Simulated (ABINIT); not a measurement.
Planning a run of ABINIT 10.8.3 on WSe2 (P6_3/mmc). The input:

```
acell 3*1.0 Angstrom
rprim 
  3.290000000028 -0.000000000007 0.000000000000
  -1.645000000008 2.849223578479 0.000000000000
  0.000000000000 0.000000000000 12.970000000000
ntypat 2
znucl 74 34
natom 6
typat 1 1 2 2 2 2
xred 
  0.333333333333 0.666666666667 0.250000000000
  0.666666666667 0.333333333333 0.750000000000
  0.333333333333 0.666666666667 0.621000000000
  0.666666666667 0.333333333333 0.121000000000
  0.333333333333 0.666666666667 0.879000000000
  0.666666666667 0.333333333333 0.379000000000
pp_dirpath "pseudos"
pseudos "W.upf, Se.upf"
ecut 58
ngkpt 6 6 2
nshiftk 1
shiftk 0.11 0.21 0.31
kptopt 3
chksymbreak 0
iscf -2
irdden 1
istwfk *1
nband 82
nbdbuf 6
tolwfr 1e-09
nstep 60
prtvol 0
indata_prefix "in"
outdata_prefix "out"
tmpdata_prefix "tmp"
```

The database entry behind the starting cell differs from later determinations by our own check (a about 0.2 % long), so it need not match the best structure at ambient conditions.

```sh
OMP_NUM_THREADS=1 mpirun -n 4 abinit run.abi > log
```

Question: Estimate wall time and host memory on 4 MPI ranks of Arm Neoverse V1, shared host.

It took 17 min; on shared hardware allow 8.6 min to 34 min. Peak host memory was 2.0 GiB.

[Paths, hosts, dates, memory and timing lines, banners, echoed tables and standing remarks are left out of the program output.]

[Logs are printed without paths, hosts, clocks, repeated set-up lines and the standing remarks that a program may print on its own settings, such as how far it seeks lower states.]

[Runs of the session that timed out or met a known fault of the program may be left out.]

[Hosts, paths, dates, database ids (printed as entryN), source tags and the programs' standing remarks are cut or masked in the printed files.]

[G0W0 gaps are taken among the corrected bands and points alone; a level outside them can change the order at an edge.]

[Where Ansatz stands beside ABINIT at settings called matched, ABINIT's density can come from a denser mesh and the files from another edition; pairs whose starting gaps differed by over 0.03 eV were left out, so agreement reads better than it is.]
